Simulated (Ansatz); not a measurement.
# Ta(100) with 4 thermally displaced layers, 2x2: scattering by thermal displacements

Wanted: the phonon-limited resistivity of Ta at 300 K by the Landauer route.

Program: Ansatz 0.2.0. Level of theory: Ansatz plane-wave DFT, PBE, PAW files; ballistic transport by layer matching (Landauer), zero bias; PAW set soft_1. Results are calculated unless marked as measured.

Report form: the programs' logs are mostly left out.

**1. The structure**

The cell holds 56 atoms: 56 Ta. Cell: a = 6.605 Å, b = 6.605 Å, c = 23.118 Å, α = 90.0°, β = 90.0°, γ = 90.0°. It derives from Ta. Regions: lead, 40 atoms (40 Ta); scattering region, 16 atoms (16 Ta). The structure is stacked along c, and the current runs across the ab planes.

**2. With 4 displaced layers**

Each atom of 4 layers is moved at random, by amounts drawn from a normal law 0.0653 Å wide in each direction from the Debye model (240 K) at 300 K. The layers about the cell's end stay perfect and serve as the lead. Disorder leaves little or no symmetry, which makes such runs dear. Energies from -0.05 to 0.05 eV in steps of 0.05 eV are too few for the program's thermal sum, so it prints no conductance; for a metal the transmission near the Fermi level serves, at a fraction of the cost.

input.yaml reads:

```yaml
crystal:
  lattice:
    - [6.60512, 0.0, 0.0]
    - [0.0, 6.60512, 0.0]
    - [0.0, 0.0, 23.11792]
  atoms:
    - { symbol: Ta, position: [0.0, 0.0, 0.0357142857] }
    - { symbol: Ta, position: [0.0, 0.5, 0.0357142857] }
    - { symbol: Ta, position: [0.5, 0.0, 0.0357142857] }
    - { symbol: Ta, position: [0.5, 0.5, 0.0357142857] }
    - { symbol: Ta, position: [0.25, 0.25, 0.1071428571] }
    - { symbol: Ta, position: [0.25, 0.75, 0.1071428571] }
    - { symbol: Ta, position: [0.75, 0.25, 0.1071428571] }
    - { symbol: Ta, position: [0.75, 0.75, 0.1071428571] }
[... 44 atom lines left out ...]
    - { symbol: Ta, position: [0.25, 0.25, 0.9642857143] }
    - { symbol: Ta, position: [0.25, 0.75, 0.9642857143] }
    - { symbol: Ta, position: [0.75, 0.25, 0.9642857143] }
    - { symbol: Ta, position: [0.75, 0.75, 0.9642857143] }
kpoints:
  mp_grid: { grid: [4, 4, 1] }
hamiltonian:
  xc: pbe
  pseudopotentials: { kind: paw, azcp: { folder: soft_1 } }
scf:
  occupations: { method: fermi_dirac, width: 0.1 }
output:
  transmission: { leads: [[0, 4]], kmesh: [8, 8], e_range: [-0.05, 0.05], de: 0.05 }
  write_potential: true
  write_density: true
  volumetric_format: npy
```

Command:

```bash
> ansatz run input.yaml --threads 4 --pin off --max-ram 15360MiB --backend cpu --events-out ev --progress --plain --runs-dir out
```

It took 14 min on 4 threads of Arm Neoverse V2, shared host; peak memory 8.3 GiB; 46 min of CPU time.

This step gave:

* free energy: -556261.4914 eV
* energy at zero smearing: -556260.3384 eV
* Fermi energy: 18.52 eV
* cell area: 43.63 Å²
* transmission per spin nearest the Fermi level: 8.569
* open channels per spin nearest the Fermi level: 10.48
* step of the lead's potential: 0.7 meV

Per spin. Table of transmission, zone mean by energy, zero at the Fermi level:

| energy (eV) | transmission, zone mean |
| --- | --- |
| -0.0500 | 8.70 |
| 0.0000 | 8.57 |
| 0.0500 | 8.30 |

Per spin. Open channels, zone mean, lead against energy, zero at the Fermi level:

| energy (eV) | open channels, zone mean, lead |
| --- | --- |
| -0.0500 | 10.3 |
| 0.0000 | 10.5 |
| 0.0500 | 10.2 |

Transmission over k1 and k2. At 0.0000 eV from the Fermi level.

Ten even steps from '0' (3.7) to '9' (11.4):
```
20278730
23899983
57989897
67989897
57989897
23899983
20378720
02266622
```
Columns: k1 (b1) from -0.5 to 0.375; rows upwards: k2 (b2) from -0.5 to 0.375.

Open channels over k1 and k2. At 0.0000 eV from the Fermi level.

Ten even steps from '0' (4.0) to '9' (14.0):
```
20588850
45999995
68977798
68977798
68977798
45999995
20588850
02466642
```
Columns: k1 (b1) from -0.5 to 0.375; rows upwards: k2 (b2) from -0.5 to 0.375.

Over the solved energies the transmission per spin lies between 8.30 and 8.70, out of 10.3 channels of the lead on average (up to 10.5).

**3. With 8 displaced layers**

Each atom of 8 layers is moved at random, by amounts drawn from a normal law 0.0653 Å wide in each direction from the Debye model (240 K) at 300 K. A fresh draw is used; the growth of the resistance with length is what counts.

System of this step: Ta(100) with 8 thermally displaced layers, 2x2. The cell holds 72 atoms: 72 Ta. Its edges and angles: a = 6.605 Å, b = 6.605 Å, c = 29.723 Å, α = 90.0°, β = 90.0°, γ = 90.0°. It derives from Ta. Regions: lead, 40 atoms (40 Ta); scattering region, 32 atoms (32 Ta). The structure is stacked along c, and the current runs across the ab planes.

input.yaml reads:

```yaml
crystal:
  lattice:
    - [6.60512, 0.0, 0.0]
    - [0.0, 6.60512, 0.0]
    - [0.0, 0.0, 29.72304]
  atoms:
    - { symbol: Ta, position: [0.0, 0.0, 0.0277777778] }
    - { symbol: Ta, position: [0.0, 0.5, 0.0277777778] }
    - { symbol: Ta, position: [0.5, 0.0, 0.0277777778] }
    - { symbol: Ta, position: [0.5, 0.5, 0.0277777778] }
    - { symbol: Ta, position: [0.25, 0.25, 0.0833333333] }
    - { symbol: Ta, position: [0.25, 0.75, 0.0833333333] }
    - { symbol: Ta, position: [0.75, 0.25, 0.0833333333] }
    - { symbol: Ta, position: [0.75, 0.75, 0.0833333333] }
[... 60 atom lines left out ...]
    - { symbol: Ta, position: [0.25, 0.25, 0.9722222222] }
    - { symbol: Ta, position: [0.25, 0.75, 0.9722222222] }
    - { symbol: Ta, position: [0.75, 0.25, 0.9722222222] }
    - { symbol: Ta, position: [0.75, 0.75, 0.9722222222] }
kpoints:
  mp_grid: { grid: [4, 4, 1] }
hamiltonian:
  xc: pbe
  pseudopotentials: { kind: paw, azcp: { folder: soft_1 } }
scf:
  occupations: { method: fermi_dirac, width: 0.1 }
output:
  transmission: { leads: [[0, 4]], kmesh: [8, 8], e_range: [-0.05, 0.05], de: 0.05 }
  write_potential: true
  write_density: true
  volumetric_format: npy
```

It took 20 min on 4 threads; peak memory 8.2 GiB; 67 min of CPU time.

Numbers from this step:

* free energy: -715191.9955 eV
* energy at zero smearing: -715190.4546 eV
* Fermi energy: 18.54 eV
* transmission per spin nearest the Fermi level: 7.055
* step of the lead's potential: 3 meV

Per spin. Table of transmission, zone mean by energy, zero at the Fermi level:

| energy (eV) | transmission, zone mean |
| --- | --- |
| -0.0500 | 7.05 |
| 0.0000 | 7.05 |
| 0.0500 | 6.80 |

Over the solved energies the transmission per spin lies between 6.80 and 7.05, out of 10.2 channels of the lead on average (up to 10.5).

**4. With 12 displaced layers**

Each atom of 12 layers is moved at random, by amounts drawn from a normal law 0.0653 Å wide in each direction from the Debye model (240 K) at 300 K. A fresh draw is used; the growth of the resistance with length is what counts.

System of this step: Ta(100) with 12 thermally displaced layers, 2x2. The cell holds 88 atoms: 88 Ta. Its edges and angles: a = 6.605 Å, b = 6.605 Å, c = 36.328 Å, α = 90.0°, β = 90.0°, γ = 90.0°. It derives from Ta. Regions: lead, 40 atoms (40 Ta); scattering region, 48 atoms (48 Ta). The structure is stacked along c, and the current runs across the ab planes.

input.yaml reads:

```yaml
crystal:
  lattice:
    - [6.60512, 0.0, 0.0]
    - [0.0, 6.60512, 0.0]
    - [0.0, 0.0, 36.32816]
  atoms:
    - { symbol: Ta, position: [0.0, 0.0, 0.0227272727] }
    - { symbol: Ta, position: [0.0, 0.5, 0.0227272727] }
    - { symbol: Ta, position: [0.5, 0.0, 0.0227272727] }
    - { symbol: Ta, position: [0.5, 0.5, 0.0227272727] }
    - { symbol: Ta, position: [0.25, 0.25, 0.0681818182] }
    - { symbol: Ta, position: [0.25, 0.75, 0.0681818182] }
    - { symbol: Ta, position: [0.75, 0.25, 0.0681818182] }
    - { symbol: Ta, position: [0.75, 0.75, 0.0681818182] }
[... 76 atom lines left out ...]
    - { symbol: Ta, position: [0.25, 0.25, 0.9772727273] }
    - { symbol: Ta, position: [0.25, 0.75, 0.9772727273] }
    - { symbol: Ta, position: [0.75, 0.25, 0.9772727273] }
    - { symbol: Ta, position: [0.75, 0.75, 0.9772727273] }
kpoints:
  mp_grid: { grid: [4, 4, 1] }
hamiltonian:
  xc: pbe
  pseudopotentials: { kind: paw, azcp: { folder: soft_1 } }
scf:
  occupations: { method: fermi_dirac, width: 0.1 }
output:
  transmission: { leads: [[0, 4]], kmesh: [8, 8], e_range: [-0.05, 0.05], de: 0.05 }
  write_potential: true
  write_density: true
  volumetric_format: npy
```

The job ended after 29 min (4 threads; peak memory 8.6 GiB; 1.6 h of CPU time).

This step gave:

| Quantity | Value |
| --- | --- |
| free energy | -874123.5970 eV |
| energy at zero smearing | -874121.7523 eV |
| transmission per spin nearest the Fermi level | 6.465 |
| step of the lead's potential | 1 meV |

Per spin. The transmission, zone mean by energy, zero at the Fermi level:

| energy (eV) | transmission, zone mean |
| --- | --- |
| -0.0500 | 6.55 |
| 0.0000 | 6.46 |
| 0.0500 | 6.25 |

Over the solved energies the transmission per spin lies between 6.25 and 6.55, out of 10.2 channels of the lead on average (up to 10.5).

**5. The fit**

This step: Ansatz plane-wave DFT, PBE, PAW files; ballistic transport by layer matching (Landauer), zero bias; resistivity from the slope of the area resistance; PAW set soft_1 (Ansatz 0.2.0).

This step gave:

- resistivity: 15.83 µΩ cm
- intercept: 0.02347 fΩ m²
- scatter about the fit: 0.01695 fΩ m²

Resistance, by row:

| run | length (Å) | T | channels N | RA (fΩ m²) |
| --- | --- | --- | --- | --- |
| n4 | 6.605 | 8.522 | 10.34 | 0.1161 |
| n8 | 13.21 | 6.97 | 10.21 | 0.2566 |
| n12 | 19.82 | 6.424 | 10.21 | 0.3252 |

Table of area resistance by length of the displaced region:

| length of the displaced region (Å) | area resistance (fΩ m²) |
| --- | --- |
| 6.61 | 0.116 |
| 13.21 | 0.257 |
| 19.82 | 0.325 |

The area resistance goes from 0.12 to 0.33 fΩ m² between 6.6 and 19.8 Å, a slope of 16 µΩ cm.

By hand from the end points: (0.3252 − 0.1161) fΩ m² / (19.82 − 6.61) Å = 16 µΩ cm, since 1 fΩ m² per Å is 1000 µΩ cm.

**6. Outcome**

```
resistivity from the slope  : 15.8 µΩ cm
area resistance over 6.61 Å : 0.116 fΩ m²
area resistance over 13.2 Å : 0.257 fΩ m²
area resistance over 19.8 Å : 0.325 fΩ m²
```

In words: The slope gives 16 µΩ cm. The points scatter by 0.017 fΩ m² about the line, with one random draw a length in a 2x2 cell, so the slope is a rough value. The mean square of the displacements drawn is 0.75, 0.94 and 0.81 of the nominal one at the three lengths; with each resistance scaled back by that, the slope is 19 µΩ cm, the value used below. The lead's own channel count moves between the runs (10.3, 10.2 and 10.2), which shifts RA and the slope too. Read with a model of isotropic scattering on a spherical Fermi surface and the lead's 1.8×10¹⁵ S/m², this slope means a mean free path near 23 Å; over these lengths the model's slope is 1.05 times its bulk resistivity, which would be 18 µΩ cm. Uncorrelated displacements put too much weight on short waves, which scatter strongly; with the sideways repeat of a small cell, one draw and three short lengths, the method is good to a factor of two or three. The measured value is 13.5 µΩ cm (CRC Handbook of Chemistry and Physics, 84th ed., 2003, Electrical Resistivity of Pure Metals); the scaled slope is 1.4 times that and the corrected value 1.3: fair for so small a cell. Spin-orbit coupling is left out, which matters for Ta.

[Logs are printed without paths, hosts, clocks, repeated set-up lines and the standing remarks that a program may print on its own settings, such as how far it seeks lower states.]

[Hosts, paths, dates, database ids (printed as entryN), source tags and the programs' standing remarks are cut or masked in the printed files.]
